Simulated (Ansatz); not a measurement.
# The gap of BaTiO3 (P4mm): a ladder of methods and an error budget, part 2 of 2

The study climbs from cheap functionals to G0W0 on BaTiO3 (P4mm) and then asks what each convergence step is worth.

Ansatz 0.2.0; density functionals, hybrids, G0W0, plane waves, PAW. Known limits of the many-body steps: not at the basis limit; no spin-orbit coupling.

So far. Step 5 (HSE06+SOC): The gap is that of HSE06. Step 6 (G0W0, 6×6×6 mesh, 168 empty bands, screening to 110 eV …): The gap on the mesh goes from 1.83 eV to 3.26 eV, a correction of +1.43 eV. Between the two edge states, bare exchange in place of the xc potential would open the gap by 12.68 eV, and correlation takes back 11.24 eV.

The database entry behind the starting cell differs from later determinations by our own check (c/a about 0.6 % short), so it need not match the best structure at ambient conditions.

In doubt: masses and optical values from hybrid runs of this build are listed as unsure (steps 10, 11), which bears on the screening that GW takes from such a start; the elements are of a kind flagged for part-filled d or f shells, though by formal charges that shell is empty here, so the flag may not apply.

### Step 7. G0W0, 6×6×6 mesh, 382 empty bands, screening to 190 eV, hard PAW files

Level of this step: G0W0 on PBE, plane waves, PAW (Ansatz).

Bands and screening cutoff are moved together, since each hides the error of the other.

Contents of input.yaml:

```yaml
crystal:
  lattice:
    - [3.9998, 0.0, 0.0]
    - [0.0, 3.9998, 0.0]
    - [0.0, 0.0, 4.018]
  atoms:
    - { symbol: Ba, position: [0.0, 0.0, 0.0] }
    - { symbol: Ti, position: [0.5, 0.5, 0.49] }
    - { symbol: O, position: [0.5, 0.5, 0.019] }
    - { symbol: O, position: [0.5, 0.0, 0.517] }
    - { symbol: O, position: [0.0, 0.5, 0.517] }
kpoints:
  mp_grid: { grid: [6, 6, 6] }
hamiltonian:
  xc: pbe
  pseudopotentials: { kind: paw, source: ansatz }
scf:
  occupations: { method: fixed }
gw:
  n_empty_bands: 382
  ecut_chi: 190.0
  qp_bands: [v2, c2]
  qp_kpoints: band_edges
  screening: { model: contour_deformation }
```

The run is started by

```sh
$ ansatz run input.yaml --threads 4 --pin off --max-ram 138240MiB --backend cuda --events-out ev --progress --plain --runs-dir out --devices 1 --max-vram 26GiB
```

Numbers of over 12 decimals in the logs are rounded to 6 here.

Log:

```text
GPUs: using 1 of 1 available (devices: 1).
[...]
GPU FFT provider: cuFFT
GPU libraries: cuBLAS 13.8.2, cuFFT 12.4.0, cuSOLVER 12.3.4
Crystal: 5 atoms, lattice volume = 64.282 Å³
Basis set: ecut = 930 eV, 4115 PW (Γ)
Bands: 25, of which v1, the nominal top of the filled ones, is band 20 counted from 1 (19 counted from 0)
Symmetry: 8 space group operations
[...]
k-points: 40 of 216 (time reversal used)
[...]
1    22     12.8030   -13.7357    -6.4323   -21.1398  0.7186    13.7957    13.7748  root
[...]
39    19     10.2417   -25.8209     4.5483   -20.7632  0.7102     9.7265     9.7323  root
    39    20     10.3250   -25.8519     4.5713   -20.7851  0.7087     9.8240     9.8295  root
    39    21     14.5298   -14.7147    -7.9147   -23.6522  0.6643    15.5961    15.5526  root
    39    22     14.5298   -14.7147    -7.9147   -23.6522  0.6643    15.5961    15.5526  root
[key lines of the parts left out:]
SCF converged after 11 iterations
Free energy (F): -10144.589061 eV
Fermi energy:    10.325022 eV
```

The job ended after 3.1 min (1 × NVIDIA H100 80GB HBM3 (shared by 3 runs) with 4 threads of AMD EPYC 7R13 (Zen 3), shared host; peak memory 3.4 GiB; 5.8 min of CPU time).

This step gave:

| Item | Value |
| --- | --- |
| bands summed | 402 |
| RPA ε∞ on this mesh (eigenvalues) | 5.885, 6.271, 6.271 |
| plane waves in the screening matrix | 389 |
| G0W0 gap on the mesh | 3.296 eV |
| k of the valence top | -0.5, -0.5, -0.5 |
| k of the conduction bottom | 0, 0, 0 |
| starting gap on the mesh | 1.830 eV |
| least direct G0W0 gap on the computed points | 3.550 eV |

Against the run with 6×6×6 mesh, 168 empty bands, screening to 110 eV, hard PAW files, the gap moves by +0.03 eV.

### Step 8. G0W0, 6×6×6 mesh, 647 empty bands, screening to 270 eV, hard PAW files

Edit input.yaml of step 7 so:

```diff
@@ -19,4 +19,4 @@
 gw:
-  n_empty_bands: 382
-  ecut_chi: 190.0
+  n_empty_bands: 647
+  ecut_chi: 270.0
   qp_bands: [v2, c2]
```

Log:

```text
GPUs: using 1 of 1 available (devices: 1).
[...]
GPU FFT provider: cuFFT
GPU libraries: cuBLAS 13.8.2, cuFFT 12.4.0, cuSOLVER 12.3.4
Crystal: 5 atoms, lattice volume = 64.282 Å³
Basis set: ecut = 930 eV, 4115 PW (Γ)
Bands: 25, of which v1, the nominal top of the filled ones, is band 20 counted from 1 (19 counted from 0)
Symmetry: 8 space group operations
[...]
k-points: 40 of 216 (time reversal used)
[...]
1    22     12.8030   -13.7357    -6.5737   -21.1398  0.7168    13.6482    13.6334  root
[...]
39    19     10.2417   -25.8209     4.3861   -20.7632  0.7078     9.5597     9.5701  root
    39    20     10.3250   -25.8519     4.4093   -20.7851  0.7062     9.6574     9.6676  root
    39    21     14.5298   -14.7147    -8.0716   -23.6522  0.6618    15.4259    15.3957  root
    39    22     14.5298   -14.7147    -8.0716   -23.6522  0.6618    15.4259    15.3957  root
[key lines of the parts left out:]
SCF converged after 11 iterations
Free energy (F): -10144.589061 eV
Fermi energy:    10.325022 eV
```

Wall time 5 min (1 × NVIDIA H100 80GB HBM3 (shared by 3 runs) with 4 threads); peak memory 6.1 GiB.

Numbers from this step:

- bands summed: 667
- RPA ε∞ on this mesh (eigenvalues): 5.879, 6.266, 6.266
- plane waves in the screening matrix: 619
- G0W0 gap on the mesh: 3.329 eV
- k of the valence top: -0.5, -0.5, -0.5
- k of the conduction bottom: 0, 0, 0
- starting gap on the mesh: 1.830 eV
- least direct G0W0 gap on the computed points: 3.590 eV

Against the run with 6×6×6 mesh, 382 empty bands, screening to 190 eV, hard PAW files, the gap moves by +0.03 eV.

### Step 9. G0W0, 6×6×6 mesh, 1081 empty bands, screening to 380 eV, hard PAW files

Edit input.yaml of step 8 so:

```diff
@@ -19,4 +19,4 @@
 gw:
-  n_empty_bands: 647
-  ecut_chi: 270.0
+  n_empty_bands: 1081
+  ecut_chi: 380
   qp_bands: [v2, c2]
```

Log:

```text
GPUs: using 1 of 1 available (devices: 1).
[...]
GPU FFT provider: cuFFT
GPU libraries: cuBLAS 13.8.2, cuFFT 12.4.0, cuSOLVER 12.3.4
Crystal: 5 atoms, lattice volume = 64.282 Å³
Basis set: ecut = 930 eV, 4115 PW (Γ)
Bands: 25, of which v1, the nominal top of the filled ones, is band 20 counted from 1 (19 counted from 0)
Symmetry: 8 space group operations
[...]
k-points: 40 of 216 (time reversal used)
[...]
GPU buffer pool allocated for 91125 grid points (all kernels)
[...]
SCF iter   1: F=—  HF=-10146.709587 eV  |F-HF|=—  |Δ(HF+E_count)|=         —  Δρ=9.37e-2  dr2=7.59e0  ethr=3.10e-3  ⟨swp⟩=4.1  Hψ=3962  notcnv=0  defer=57
[...]
SCF iter  11: F=-10144.589061 eV  HF=-10144.589061 eV  |F-HF|=1.27e-10  |Δ(HF+E_count)|=   2.08e-8  Δρ=1.10e-6  dr2=3.16e-10  ethr=2.50e-10  ⟨swp⟩=9.8  Hψ=4043  notcnv=0
SCF 1 converged in 11 iterations: F = -10144.589061 eV  dr2 = 3.16e-10
[...]
G₀W₀ screening: q 1/40
[... further progress lines ...]
SCF converged after 11 iterations
Free energy (F): -10144.589061 eV
[...]
Internal energy: -10144.589061 eV  (E = F + TS)
E sigma→0 (E₀):  -10144.589061 eV
Fermi energy:    10.325022 eV
[...]
--- Band table (eV; the first three rows and the last of 40) ---
  k-point 0: bands = [... 16 lower, 9.1709, 10.0563, 10.0710, 10.0710, 12.1551, 12.3664, 12.3664, 14.3479, ... 1 higher]
  k-point 1: bands = [... 16 lower, 8.9613, 9.5051, 9.9542, 9.9542, 12.1860, 12.8030, 12.8030, 14.3470, ... 1 higher]
  k-point 2: bands = [... 16 lower, 8.5950, 8.7327, 9.7494, 9.7494, 12.2498, 13.5621, 13.5621, 14.3474, ... 1 higher]
  k-point 39: bands = [... 16 lower, 7.9685, 10.2417, 10.2417, 10.3250, 14.5298, 14.5298, 14.5315, 16.9633, ... 1 higher]
[...]
0    19     10.0710   -25.6242     3.7137   -21.1257  0.7163     9.2728     9.2862  root
     0    20     10.0710   -25.6242     3.7137   -21.1257  0.7163     9.2728     9.2862  root
     0    21     12.1551   -12.6263    -6.8584   -20.2359  0.7280    12.9172    12.9063  root
     0    22     12.3664   -13.1089    -6.5749   -20.4178  0.7266    13.1107    13.1004  root
     1    19      9.9542   -25.6236     3.8060   -21.0246  0.7149     9.1471     9.1612  root
     1    20      9.9542   -25.6236     3.8060   -21.0246  0.7149     9.1471     9.1612  root
     1    21     12.1860   -12.6869    -6.9074   -20.3534  0.7267    12.9565    12.9451  root
     1    22     12.8030   -13.7357    -6.6742   -21.1398  0.7155    13.5442    13.5329  root
     2    19      9.7494   -25.6430     3.9736   -20.8550  0.7131     8.9192     8.9350  root
     2    20      9.7494   -25.6430     3.9736   -20.8550  0.7131     8.9192     8.9350  root
     2    21     12.2498   -12.8175    -7.0110   -20.6041  0.7237    13.0375    13.0253  root
     2    22     13.5621   -14.4614    -7.1816   -22.3928  0.6930    14.3274    14.3120  root
     3    19      9.6587   -25.6765     4.0565   -20.7933  0.7124     8.8153     8.8320  root
     3    20      9.6587   -25.6765     4.0565   -20.7933  0.7124     8.8153     8.8320  root
     3    21     12.2826   -12.8878    -7.0659   -20.7380  0.7222    13.0794    13.0668  root
     3    22     13.9140   -14.7447    -7.5064   -23.0107  0.6807    14.6917    14.6736  root
     4    19      9.8556   -25.2925     3.5633   -20.9603  0.7157     9.0736     9.0867  root
     4    20      9.9489   -25.8060     3.8569   -21.1527  0.7155     9.1384     9.1525  root
     4    21     12.3884   -13.1535    -6.6222   -20.5152  0.7256    13.1385    13.1278  root
     4    22     12.6642   -13.5836    -6.7657   -21.0704  0.7152    13.3964    13.3853  root
     8    19      9.5487   -25.3130     3.7253   -20.7916  0.7136     8.7376     8.7526  root
     8    20      9.6477   -25.7090     3.9546   -20.9434  0.7130     8.8209     8.8366  root
     8    21     12.4457   -13.2052    -6.7843   -20.7519  0.7227    13.2198    13.2081  root
     8    22     13.4845   -14.4351    -7.1907   -22.3517  0.6916    14.2251    14.2104  root
[...]
38    19      9.9645   -25.4194     4.2802   -20.3409  0.7047     9.1499     9.1662  root
    38    20     10.3128   -25.8231     4.2962   -20.7503  0.7045     9.5217     9.5362  root
    38    21     14.3529   -14.7025    -7.9595   -23.4130  0.6670    15.1246    15.1038  root
    38    22     14.3529   -14.7025    -7.9595   -23.4130  0.6670    15.1246    15.1038  root
    39    19     10.2417   -25.8209     4.2695   -20.7632  0.7063     9.4388     9.4535  root
    39    20     10.3250   -25.8519     4.2930   -20.7851  0.7047     9.5368     9.5512  root
    39    21     14.5298   -14.7147    -8.1842   -23.6522  0.6599    15.3055    15.2831  root
    39    22     14.5298   -14.7147    -8.1842   -23.6522  0.6599    15.3055    15.2831  root
```

Elapsed: 10 min, on 1 × NVIDIA H100 80GB HBM3 (shared by 3 runs) with 4 threads; peak memory 12 GiB.

This step gave:

```yaml
bands_summed: 1101
rpa_eps_infinity_on_this_mesh_eigenvalues: 5.876, 6.263, 6.263
plane_waves_in_the_screening_matrix: 1045
q_points_in_the_mesh: 216
g0w0_gap_on_the_mesh: 3.355 eV
k_of_the_valence_top: -0.5, -0.5, -0.5
k_of_the_conduction_bottom: 0, 0, 0
starting_gap_on_the_mesh: 1.830 eV
z_at_the_valence_top: 0.7047
z_at_the_conduction_bottom: 0.7280
least_direct_g0w0_gap_on_the_computed_points: 3.620 eV
```

Against the run with 6×6×6 mesh, 647 empty bands, screening to 270 eV, hard PAW files, the gap moves by +0.03 eV.

Limits: finite bands, cutoff and mesh; no spin-orbit coupling. v1 is the top filled band, c1 the lowest empty one. Levels before and after the correction, in eV, zero at the valence-band top of each column:

|  | conduction bottom | valence top |
| --- | --- | --- |
| Kohn-Sham | 1.83 | 0.00 |
| G0W0 | 3.36 | 0.00 |

```csv
,level,occupation,energy (eV)
Kohn-Sham,Γ v2-v1,2,-0.254
Kohn-Sham,Γ c1,0,1.830
Kohn-Sham,Γ c2,0,2.041
Kohn-Sham,(-0.5 -0.5 -0.5) v2,2,-0.083
Kohn-Sham,(-0.5 -0.5 -0.5) v1,2,0.000
Kohn-Sham,(-0.5 -0.5 -0.5) c1-c2,0,4.205
G0W0,Γ v2-v1,2,-0.265
G0W0,Γ c1,0,3.355
G0W0,Γ c2,0,3.549
G0W0,(-0.5 -0.5 -0.5) v2,2,-0.098
G0W0,(-0.5 -0.5 -0.5) v1,2,0.000
G0W0,(-0.5 -0.5 -0.5) c1-c2,0,5.732
```

The parts of the quasiparticle energy at the two band edges (eV; QP = start + Σx + Σc − Vxc):

```csv
run,edge,start,Σx,Σc,Vxc,Z,QP
188 bands,valence top,10.32,-25.85,4.86,-20.79,0.71,10.12
188 bands,conduction bottom,12.16,-12.63,-6.38,-20.24,0.73,13.38
402 bands,valence top,10.32,-25.85,4.57,-20.79,0.71,9.83
402 bands,conduction bottom,12.16,-12.63,-6.64,-20.24,0.73,13.13
667 bands,valence top,10.32,-25.85,4.41,-20.79,0.71,9.67
667 bands,conduction bottom,12.16,-12.63,-6.77,-20.24,0.73,13.00
1101 bands,valence top,10.32,-25.85,4.29,-20.79,0.70,9.55
1101 bands,conduction bottom,12.16,-12.63,-6.86,-20.24,0.73,12.91
```

### Step 10. G0W0@HSE06, 6×6×6 mesh, 382 empty bands, screening to 190 eV, hard PAW files

The same correction from a different start measures what one shot leaves open. Bands and cutoff differ from the step before, so it is read against an earlier run that matches them.

This step: G0W0 on HSE06, plane waves, PAW.

Edit input.yaml of step 9 so:

```diff
@@ -14,3 +14,3 @@
 hamiltonian:
-  xc: pbe
+  xc: hse06
   pseudopotentials: { kind: paw, source: ansatz }
@@ -19,4 +19,4 @@
 gw:
-  n_empty_bands: 1081
-  ecut_chi: 380
+  n_empty_bands: 382
+  ecut_chi: 190.0
   qp_bands: [v2, c2]
```

Log:

```text
GPUs: using 1 of 1 available (devices: 1).
[...]
GPU FFT provider: cuFFT
GPU libraries: cuBLAS 13.8.2, cuFFT 12.4.0, cuSOLVER 12.3.4
Crystal: 5 atoms, lattice volume = 64.282 Å³
Basis set: ecut = 930 eV, 4115 PW (Γ)
Bands: 25, of which v1, the nominal top of the filled ones, is band 20 counted from 1 (19 counted from 0)
Symmetry: 8 space group operations
[...]
k-points: 40 of 216 (time reversal used)
[...]
1    21     12.5801   -12.0365    -6.2476   -18.7100  0.7717    13.0082    13.0060  root
     1    22     13.2164   -12.9331    -6.1080   -19.5000  0.7631    13.6780    13.6753  root
[...]
39    19      9.2158   -25.8949     4.1153   -21.8759  0.7564     9.3120     9.3122  root
    39    20      9.3055   -25.9334     4.1403   -21.9018  0.7553     9.4141     9.4143  root
    39    21     15.2078   -14.2011    -7.2541   -21.8553  0.7176    15.6112    15.6079  root
    39    22     15.2078   -14.2011    -7.2541   -21.8553  0.7176    15.6112    15.6079  root
[key lines of the parts left out:]
Free energy (F): -10148.552705 eV
Fermi energy:    9.305518 eV
```

Elapsed: 7.9 min, on 1 × NVIDIA H100 80GB HBM3 (shared by 3 runs) with 4 threads; peak memory 4.3 GiB; 12 min of CPU time.

Numbers from this step:

| Property | Result |
| --- | --- |
| bands summed | 402 |
| RPA ε∞ on this mesh (eigenvalues) | 4.453, 4.608, 4.608 |
| plane waves in the screening matrix | 389 |
| G0W0 gap on the mesh | 3.553 eV |
| k of the valence top | -0.5, -0.5, -0.5 |
| k of the conduction bottom | 0, 0, 0 |
| starting gap on the mesh | 3.239 eV |
| least direct G0W0 gap on the computed points | 3.840 eV |

Against the run with 6×6×6 mesh, 382 empty bands, screening to 190 eV, hard PAW files on PBE, the gap moves by +0.26 eV, while the start moved by +1.41 eV.

### Step 11. G0W0@PBE0, 6×6×6 mesh, 382 empty bands, screening to 190 eV, hard PAW files

This step: G0W0 on PBE0, plane waves, PAW.

Edit input.yaml of step 10 so:

```diff
@@ -14,3 +14,3 @@
 hamiltonian:
-  xc: hse06
+  xc: pbe0
   pseudopotentials: { kind: paw, source: ansatz }
```

Log:

```text
GPUs: using 1 of 1 available (devices: 1).
[...]
GPU FFT provider: cuFFT
GPU libraries: cuBLAS 13.8.2, cuFFT 12.4.0, cuSOLVER 12.3.4
Crystal: 5 atoms, lattice volume = 64.282 Å³
Basis set: ecut = 930 eV, 4115 PW (Γ)
Bands: 25, of which v1, the nominal top of the filled ones, is band 20 counted from 1 (19 counted from 0)
Symmetry: 8 space group operations
[...]
k-points: 40 of 216 (time reversal used)
[...]
1    21     12.9329   -12.0176    -6.1014   -18.3227  0.7851    13.1371    13.1367  root
     1    22     13.5822   -12.9029    -5.9651   -19.0970  0.7774    13.8118    13.8112  root
[...]
39    19      8.8247   -25.9003     3.9706   -22.2804  0.7707     9.1742     9.1755  root
    39    20      8.9145   -25.9392     3.9953   -22.3068  0.7697     9.2761     9.2775  root
    39    21     15.5982   -14.1941    -7.0458   -21.4388  0.7366    15.7977    15.7971  root
    39    22     15.5982   -14.1941    -7.0458   -21.4388  0.7366    15.7977    15.7971  root
[key lines of the parts left out:]
Free energy (F): -10148.049066 eV
Fermi energy:    8.914495 eV
```

Wall time 4.4 min (1 × NVIDIA H100 80GB HBM3 (shared by 3 runs) with 4 threads); peak memory 4.2 GiB; 6.6 min of CPU time.

This step gave:

| Quantity | Value |
| --- | --- |
| bands summed | 402 |
| RPA ε∞ on this mesh (eigenvalues) | 4.164, 4.287, 4.287 |
| plane waves in the screening matrix | 389 |
| G0W0 gap on the mesh | 3.819 eV |
| k of the valence top | -0.5, -0.5, -0.5 |
| k of the conduction bottom | 0, 0, 0 |
| starting gap on the mesh | 3.982 eV |
| least direct G0W0 gap on the computed points | 4.097 eV |

Against the run with 6×6×6 mesh, 382 empty bands, screening to 190 eV, hard PAW files on HSE06, the gap moves by +0.27 eV, while the start moved by +0.74 eV.

### Step 12. The ladder

Times are wall times on 1 × NVIDIA H100 80GB HBM3 (shared by 3 runs) with 4 threads of AMD EPYC 7R13 (Zen 3), shared host, good to a factor of about two. G0W0 rows are gaps on the mesh, lowered by the amount that the mesh misses the start's edges, a rough step that assumes the same correction there.

| level | gap (eV) | least direct gap (eV) | time |
| --- | --- | --- | --- |
| PBE | 1.84 | 2.09 | 6.5 s |
| PBE+SOC | 1.83 | 2.04 | 6.5 s |
| HSE06 | 3.24 | 3.47 | 22 s |
| HSE06+SOC | 3.24 | 3.41 | 57 s |
| G0W0@PBE (168 empty bands, hard PAW) | 3.26 | - | 84 s |
| G0W0@PBE (382 empty bands, hard PAW) | 3.30 | - | 3.1 min |
| G0W0@PBE (647 empty bands, hard PAW) | 3.33 | - | 5 min |
| G0W0@PBE (1081 empty bands, hard PAW) | 3.36 | - | 10 min |
| G0W0@HSE06 (382 empty bands, hard PAW) | 3.55 | - | 7.9 min |
| G0W0@PBE0 (382 empty bands, hard PAW) | 3.82 | - | 4.4 min |

### Step 13. Adding up the best estimate

```
                                                                   term      eV  running total (eV)
                                             G0W0 on the mesh, top rung   3.355               3.355
to the limit, by a line in one over the bands through the two top rungs  +0.040               3.396
                                            spin-orbit change, from PBE  −0.001               3.394
```

Changes that are not added in, each against a run with equal bands and cutoff:

```csv
change,eV
start HSE06,+0.26
start PBE0,+0.52
```

### Step 14. Outcome

* PBE gap: 1.84 eV, indirect
* HSE06: 3.24 eV
* G0W0, top rung on the mesh: 3.36 eV
* best estimate, G0W0@PBE with spin-orbit change: 3.39 eV
* GW settings of the top rung: 6×6×6 mesh, 1081 empty bands, screening to 380 eV, hard PAW files
* known limits: one-shot GW, static lattice; one k mesh, untested

The best estimate for G0W0@PBE is 3.39 eV, indirect by PBE+SOC, against 1.83 eV at the start (both with spin-orbit coupling). The pair of rungs below gives a limit −0.02 eV away. Of the changes left open the largest, +0.52 eV, comes from starting at PBE0. Among the functionals HSE06 comes nearest: −0.16 eV from the estimate. All runs took 34 min, 95 % of it in G0W0.

[Paths, hosts, dates, memory and timing lines, banners, echoed tables and standing remarks are left out of the program output.]

[Logs are printed without paths, hosts, clocks, repeated set-up lines and the standing remarks that a program may print on its own settings, such as how far it seeks lower states.]

[Runs of the session that timed out or met a known fault of the program may be left out.]

[Cells called generated may have been cut or substituted from an entry of the Crystallography Open Database or the Materials Project.]

[Hosts, paths, dates, database ids (printed as entryN), source tags and the programs' standing remarks are cut or masked in the printed files.]
